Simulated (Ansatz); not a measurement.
# Gap against volume in random cubic perovskite alloy of BaHfO3 and BaTiO3 (135 atoms)

The cell holds 135 atoms: 27 Ba, 18 Hf, 81 O and 9 Ti. Cell: a = 12.603 Å, b = 12.397 Å, c = 12.432 Å, α = 90.0°, β = 90.0°, γ = 90.1°. It derives from BaHfO3 and BaTiO3 (cubic perovskite), repeated 3×3×3. The starting structure: Cubic perovskite BaHfO3, 3 x 3 x 3 conventional cells, 9 of 27 Hf sites given to Ti at random (x = 0.333), lattice by Vegard's rule (cell 4.113, 4.113, 4.113, 90, 90, 90); not relaxed, displaced by a Gaussian of 0.02 Å.

Calculated with Ansatz 0.2.0: Kohn-Sham DFT, PBE, PAW (set soft_2), plane waves; cutoff 420 eV, Γ point, fixed occupations. The relaxed cell was scaled evenly and the atoms were relaxed at each volume. The gap is that between the highest filled and the lowest empty Kohn-Sham level on the run's k-points.

```
volume (Å³/atom)  gap (eV)
          12.949               2.885
          13.524               2.897
          13.956                   ?
          14.387               2.986
          14.819               3.012
          15.251               3.071
```

**Question.** Fit a straight line in ln V to the rows given and interpolate to the withheld row.

**Working.**

A volume deformation potential makes the spacing linear in u = ln(V/V0), with V0 = 14.387 Å³ the relaxed volume; v is the spacing.

```
u = ln(V/V0)  v (eV)
   -0.105360  2.8847
  -0.0618750  2.8968
           0  2.9858
   0.0295593  3.0122
   0.0582689  3.0708
```

With n = 5: mean u = -0.0158813, mean v = 2.97006, Σ(u − ū)² = 0.017937, Σ(u − ū)(v − v̄) = 0.020642. Slope b = 0.020642 / 0.017937 = 1.1508; intercept a = v̄ − b ū = 2.9883.

At the withheld volume u = -0.03046, and v = a + b u.

Prediction at 13.956: 2.953 eV. The run gave 2.963 eV, so the fit is low by 0.010 eV (0.34 % of the value).

The slope, +1.15 eV, says that the spacing widens on expansion. Among the rows given, the largest miss of the fit is at 13.524, by 0.020 eV (11 % of the range of the table).

Limits: The table spans 16 % in volume, wide for a linear law. Semilocal functionals tend to put gaps under measured ones. Only the Γ point is sampled. The mesh needn't hold the band edges. Spin–orbit coupling is left out, which matters for the levels of the heavy elements.

[Long decimals in the printed logs are rounded to 6 places.]

[Logs are printed without paths, hosts, clocks, repeated set-up lines and the standing remarks that a program may print on its own settings, such as how far it seeks lower states.]

[Hosts, paths, dates, database ids (printed as entryN), source tags and the programs' standing remarks are cut or masked in the printed files.]
